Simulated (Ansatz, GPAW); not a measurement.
# A 13-layer slab of Mo(111): work function by functional and basis, part 2 of 3

Wanted: work functions and dipole of a 13-layer slab of Mo(111), with the cost of each level.

GPAW 26.7.0 and Ansatz 0.2.0; Ansatz plane waves; slab in vacuum with a dipole correction, relaxation (the session's first sound run).

So far, upper work function (eV): step 2 (relaxing the atoms, PBE) 3.94; step 3 (the slab's potential, PBE, GPAW) 3.94.

## 4. Self-consistent run: xc = "RPBE"

The same geometry under RPBE, to see how far the functional moves the levels against the vacuum.

Contents of run.py:

```python
import json
import numpy as np
from ase import Atoms
from gpaw import GPAW, PW

slab = Atoms(
    ['Mo', 'Mo', 'Mo', 'Mo', 'Mo', 'Mo', 'Mo', 'Mo', 'Mo', 'Mo', 'Mo', 'Mo', 'Mo'],
    positions=[
        [0.00000, 0.00000, 7.00000],
        [2.22739, 1.28598, 7.90933],
        [4.45477, 2.57196, 8.81865],
        [0.00000, 0.00000, 9.72798],
        [2.22739, 1.28598, 10.63731],
        [4.45477, 2.57196, 11.54663],
        [0.00000, -0.00000, 12.47968],
        [2.22739, 1.28598, 13.39584],
        [4.45477, 2.57196, 14.34711],
        [0.00000, -0.00000, 15.22757],
        [2.22739, 1.28598, 16.25338],
        [4.45477, 2.57196, 16.98008],
        [-0.00000, 0.00000, 17.70801]],
    cell=[[4.45477, 0.0, 0.0], [2.22739, 3.85795, 0.0], [0.0, 0.0, 24.91192]],
    pbc=[True, True, False])

slab.calc = GPAW(mode=PW(400), xc='RPBE', kpts={'size': (8, 8, 1), 'gamma': True},
                 occupations={'name': 'fermi-dirac', 'width': 0.1}, nbands='160%',
                 convergence={'density': 1e-05}, maxiter=200,
                 poissonsolver={'dipolelayer': 'xy'},
                 symmetry={'tolerance': 1e-3}, txt='slab.txt')
result = {}
energy = slab.get_potential_energy()
fermi = slab.calc.get_fermi_level()
v = slab.calc.get_electrostatic_potential().mean((0, 1)) - fermi
n = slab.calc.get_pseudo_density().mean((0, 1))
L = slab.cell[2, 2]
z = np.arange(len(v)) * L / len(v)
low, high = slab.positions[:, 2].min(), slab.positions[:, 2].max()
below, above = np.interp([low - 4.8, high + 4.8], z, v)
slopes = [np.interp(x, z, np.gradient(v, z)) for x in (low - 4.8, high + 4.8)]
eps = np.array([[slab.calc.get_eigenvalues(k, s) for k in range(len(slab.calc.get_ibz_k_points()))]
                for s in range(slab.calc.get_number_of_spins())]) - fermi
top, bottom = eps[eps < 0].max(), eps[eps > 0].min()
dipole = slab.get_dipole_moment()[2]
print(f'energy {energy:.4f} eV, Fermi level {fermi:.4f} eV, dipole {dipole:.5f} e A')
print(f'potential 4.8 A off the faces, from the Fermi level: lower {below:.4f} eV, upper {above:.4f} eV')
print(f'slope of the potential there: lower {slopes[0]:.5f}, upper {slopes[1]:.5f} eV/A')
print(f'nearest levels on the mesh: {top:.4f} and {bottom:.4f} eV')
print('magnetic moment', round(slab.get_magnetic_moment(), 3))
result.update(energy=energy, fermi=fermi, dipole=dipole, below=below, above=above, slopes=slopes, edges=[top, bottom],
              z=z.tolist(), v=v.tolist(), n=n.tolist(), positions=slab.positions.tolist(),
              forces=slab.get_forces(apply_constraint=False).tolist(), moments=slab.get_magnetic_moments().tolist())
json.dump(result, open('result.json', 'w'))
```

Started as:

```bash
OMP_NUM_THREADS=1 OPENBLAS_NUM_THREADS=1 python run.py
```

Run time: 28 min. Hardware: 1 thread of Arm Neoverse N1, shared host; peak memory 0.5 GiB.

Numbers from this step:

| Quantity | Value |
| --- | --- |
| dipole along the normal | -0.02703 e·Å |
| levels nearest the Fermi level on the mesh | -0.03668, 0.006403 eV from the Fermi level |
| upper work function | 3.787 eV |
| lower work function | 3.502 eV |

The electrostatic potential energy of an electron (without an applied field's), less the Fermi level, planar mean oscillates, so the rows of the table below give means over windows of 1 Å about each position, cut where the curve ends. Its maxima inside the range that stand out by 2 % of the span (Å: eV): 8.3: -12.8, 9.2: -12.9, 10.2: -12.9, 11.1: -12.9, 12.0: -12.4, 13.0: -12.7, 13.9: -12.2, 14.8: -13.2, 15.7: -11.3. Its minima: 7.9: -13.9, 8.8: -14.3, 9.8: -14.2, 10.6: -14.2, 11.5: -14.1, 12.5: -14.0, 13.4: -13.9, 14.4: -14.2, 15.2: -13.9, 16.9: -17.1.

Electrostatic potential energy of an electron (without an applied field's), less the Fermi level, planar mean against z; means over each step:

```
z (Å)  electrostatic potential energy of an electron (without an applied field's), less the Fermi level, planar mean (eV)
    0                                                                                                                3.56
    1                                                                                                                3.50
    2                                                                                                                3.50
    3                                                                                                                3.50
    4                                                                                                                3.46
    5                                                                                                                3.18
    6                                                                                                               0.513
    7                                                                                                               -10.1
    8                                                                                                               -13.2
    9                                                                                                               -13.6
   10                                                                                                               -13.6
   11                                                                                                               -13.6
   12                                                                                                               -13.3
   13                                                                                                               -13.3
   14                                                                                                               -13.2
   15                                                                                                               -13.4
   16                                                                                                               -13.4
   17                                                                                                               -16.5
   18                                                                                                               -8.31
   19                                                                                                                2.14
   20                                                                                                                3.61
   21                                                                                                                3.77
   22                                                                                                                3.79
   23                                                                                                                3.79
   24                                                                                                                3.79
```

The pseudo valence density, planar mean oscillates, so the rows of the table below give means over windows of 0.5 Å about each position, cut where the curve ends. Its maxima inside the range that stand out by 2 % of the span (Å: e/Å³): 7.06: 0.938, 7.89: 1.03, 8.72: 1.00, 9.76: 1.03, 10.59: 1.03, 11.63: 1.01, 12.46: 1.03, 13.49: 0.990, 14.32: 1.03, 15.15: 1.01, 16.40: 1.07, 17.02: 1.14, 17.65: 1.03. Its minima: 7.47: 0.725, 8.30: 0.770, 9.34: 0.771, 10.17: 0.756, 11.00: 0.779, 12.04: 0.732, 12.87: 0.758, 13.91: 0.717, 14.74: 0.783, 15.78: 0.664, 16.61: 1.00, 17.44: 0.968.

The pseudo valence density, planar mean by z; means over each step:

```
z (Å)  pseudo valence density, planar mean (e/Å³)
  3.0                                      1.1e-4
  3.5                                      3.0e-4
  4.0                                      8.8e-4
  4.5                                     0.00242
  5.0                                     0.00742
  5.5                                      0.0233
  6.0                                      0.0867
  6.5                                       0.381
  7.0                                       0.833
  7.5                                       0.809
  8.0                                       0.933
  8.5                                       0.862
  9.0                                       0.910
  9.5                                       0.898
 10.0                                       0.880
 10.5                                       0.927
 11.0                                       0.848
 11.5                                       0.939
 12.0                                       0.813
 12.5                                       0.943
 13.0                                       0.834
 13.5                                       0.920
 14.0                                       0.825
 14.5                                       0.923
 15.0                                       0.894
 15.5                                       0.823
 16.0                                       0.864
 16.5                                        1.05
 17.0                                        1.09
 17.5                                       0.985
 18.0                                       0.648
 18.5                                       0.169
 19.0                                      0.0440
 19.5                                      0.0132
 20.0                                     0.00410
 20.5                                     0.00140
 21.0                                      4.5e-4
 21.5                                      1.6e-4
 22.0                                      5.1e-5
```

Force by atom:

```
atom  x (eV/Å)  y (eV/Å)  z (eV/Å)  size
 Mo1      0.00      0.00      1.68  1.68
 Mo2      0.00      0.00     -0.13  0.13
 Mo3      0.00      0.00     -0.85  0.85
 Mo4      0.00      0.00     -0.90  0.90
 Mo5      0.00      0.00     -0.16  0.16
 Mo6      0.00      0.00     -0.01  0.01
 Mo7      0.00      0.00     -0.01  0.01
 Mo8      0.00      0.00      0.02  0.02
 Mo9      0.00      0.00     -0.03  0.03
Mo10      0.00      0.00     -0.09  0.09
Mo11      0.00      0.00      0.02  0.02
Mo12      0.00      0.00      0.10  0.10
Mo13      0.00      0.00      0.35  0.35
```

The upper face's work function is 3.787 eV, against 3.937 eV in the first plane-wave PBE run at this geometry.

## 5. OptPBE vdW: xc = "optPBE-vdW"

The same geometry under optPBE-vdW, to see how far the functional moves the levels against the vacuum (the van der Waals functionals take revPBE setups).

Changes to run.py since step 4:

```diff
@@ -24,3 +24,3 @@
 
-slab.calc = GPAW(mode=PW(400), xc='RPBE', kpts={'size': (8, 8, 1), 'gamma': True},
+slab.calc = GPAW(mode=PW(400), xc='optPBE-vdW', kpts={'size': (8, 8, 1), 'gamma': True},
                  occupations={'name': 'fermi-dirac', 'width': 0.1}, nbands='160%',
```

Wall time 29 min (1 thread); peak memory 0.73 GiB.

Numbers from this step:

- dipole along the normal: -0.02243 e·Å
- levels nearest the Fermi level on the mesh: -0.02904, 0.01050 eV from the Fermi level
- upper work function: 4.152 eV
- lower work function: 3.915 eV

The upper face's work function is 4.152 eV, against 3.937 eV in the first plane-wave PBE run at this geometry.

## 6. Self-consistent run: xc = "vdW-DF2"

The same geometry under vdW-DF2, to see how far the functional moves the levels against the vacuum (the van der Waals functionals take revPBE setups).

Changes to run.py since step 5:

```diff
@@ -24,3 +24,3 @@
 
-slab.calc = GPAW(mode=PW(400), xc='optPBE-vdW', kpts={'size': (8, 8, 1), 'gamma': True},
+slab.calc = GPAW(mode=PW(400), xc='vdW-DF2', kpts={'size': (8, 8, 1), 'gamma': True},
                  occupations={'name': 'fermi-dirac', 'width': 0.1}, nbands='160%',
```

It took 30 min on 1 thread; peak memory 0.73 GiB.

This step gave:

```yaml
dipole_along_the_normal: -0.01648 e·Å
levels_nearest_the_fermi_level_on_the_mesh: -0.02094, 0.01206 eV from the Fermi level
upper_work_function: 4.315 eV
lower_work_function: 4.141 eV
```

The upper face's work function is 4.315 eV, against 3.937 eV in the first plane-wave PBE run at this geometry.

## 7. Self-consistent run: xc = "revPBE"

The same geometry under revPBE, to see how far the functional moves the levels against the vacuum.

Changes to run.py since step 6:

```diff
@@ -24,3 +24,3 @@
 
-slab.calc = GPAW(mode=PW(400), xc='vdW-DF2', kpts={'size': (8, 8, 1), 'gamma': True},
+slab.calc = GPAW(mode=PW(400), xc='revPBE', kpts={'size': (8, 8, 1), 'gamma': True},
                  occupations={'name': 'fermi-dirac', 'width': 0.1}, nbands='160%',
```

Elapsed: 27 min, on 1 thread; peak memory 0.5 GiB.

This step gave:

- dipole along the normal: -0.02716 e·Å
- levels nearest the Fermi level on the mesh: -0.03711, 0.006317 eV from the Fermi level
- upper work function: 3.804 eV
- lower work function: 3.518 eV

The upper face's work function is 3.804 eV, against 3.937 eV in the first plane-wave PBE run at this geometry.

## 8. Self-consistent run: xc = "LDA"

The same geometry under LDA, to see how far the functional moves the levels against the vacuum.

Changes to run.py since step 7:

```diff
@@ -24,3 +24,3 @@
 
-slab.calc = GPAW(mode=PW(400), xc='revPBE', kpts={'size': (8, 8, 1), 'gamma': True},
+slab.calc = GPAW(mode=PW(400), xc='LDA', kpts={'size': (8, 8, 1), 'gamma': True},
                  occupations={'name': 'fermi-dirac', 'width': 0.1}, nbands='160%',
```

The job ended after 26 min (1 thread; peak memory 0.5 GiB).

Numbers from this step:

```
dipole along the normal                    : -0.02551 e·Å
levels nearest the Fermi level on the mesh : -0.04049, 0.004130 eV from the Fermi level
upper work function                        : 4.233 eV
lower work function                        : 3.965 eV
```

The upper face's work function is 4.233 eV, against 3.937 eV in the first plane-wave PBE run at this geometry.

## 9. Real-space grid: mode = "fd"

A real-space grid is a second complete basis, so it checks the plane-wave result.

Changes to run.py since step 8:

```diff
@@ -3,3 +3,3 @@
 from ase import Atoms
-from gpaw import GPAW, PW
+from gpaw import GPAW
 
@@ -24,3 +24,3 @@
 
-slab.calc = GPAW(mode=PW(400), xc='LDA', kpts={'size': (8, 8, 1), 'gamma': True},
+slab.calc = GPAW(mode='fd', h=0.18, xc='PBE', kpts={'size': (8, 8, 1), 'gamma': True},
                  occupations={'name': 'fermi-dirac', 'width': 0.1}, nbands='160%',
```

The job ended after 1.6 h (1 thread; peak memory 2.1 GiB).

Numbers from this step:

```
dipole along the normal                    : -0.02607 e·Å
levels nearest the Fermi level on the mesh : -0.03774, 0.008112 eV from the Fermi level
upper work function                        : 3.935 eV
lower work function                        : 3.661 eV
```

The electrostatic potential energy of an electron (without an applied field's), less the Fermi level, planar mean oscillates, so the rows of the table below give means over windows of 1.87 Å about each position, cut where the curve ends. Its maxima inside the range that stand out by 2 % of the span (Å: eV): 8.4: -12.7, 9.3: -12.9, 10.1: -12.9, 11.1: -12.8, 12.0: -12.4, 12.9: -12.6, 13.9: -12.1, 14.8: -13.1, 15.7: -11.2. Its minima: 7.9: -13.9, 8.8: -14.2, 9.7: -14.2, 10.7: -14.1, 11.6: -14.0, 12.5: -13.9, 13.3: -13.8, 14.4: -14.1, 15.1: -13.8, 17.0: -17.0.

Electrostatic potential energy of an electron (without an applied field's), less the Fermi level, planar mean against z; means over each step:

```
z (Å)  electrostatic potential energy of an electron (without an applied field's), less the Fermi level, planar mean (eV)
 0.94                                                                                                                3.66
 2.81                                                                                                                3.66
 4.68                                                                                                                3.42
 6.54                                                                                                               -5.06
 8.42                                                                                                               -13.3
10.29                                                                                                               -13.5
12.16                                                                                                               -13.2
14.03                                                                                                               -13.2
15.90                                                                                                               -13.9
17.77                                                                                                               -10.2
19.64                                                                                                                3.32
21.50                                                                                                                3.93
23.38                                                                                                                3.94
```

The upper face's work function is 3.935 eV, against 3.937 eV in the first plane-wave PBE run at this geometry.

## 10. Cost and result by level

Times are for 1 thread of Arm Neoverse N1, shared host. The series side by side:

```
no.         run  upper work function (eV)  lower work function (eV)    time  memory (GiB)
  1          pw                     3.937                     3.663  30 min          0.49
  2        RPBE                     3.787                     3.502  28 min           0.5
  3  optPBE vdW                     4.152                     3.915  29 min          0.73
  4     vdW DF2                     4.315                     4.141  30 min          0.73
  5      revPBE                     3.804                     3.518  27 min           0.5
  6         LDA                     4.233                     3.965  26 min           0.5
  7          fd                     3.935                     3.661   1.6 h           2.1
```

(Continued in part 3 of 3.)

[Logs are printed without paths, hosts, clocks, repeated set-up lines and the standing remarks that a program may print on its own settings, such as how far it seeks lower states.]

[Hosts, paths, dates, database ids (printed as entryN), source tags and the programs' standing remarks are cut or masked in the printed files.]
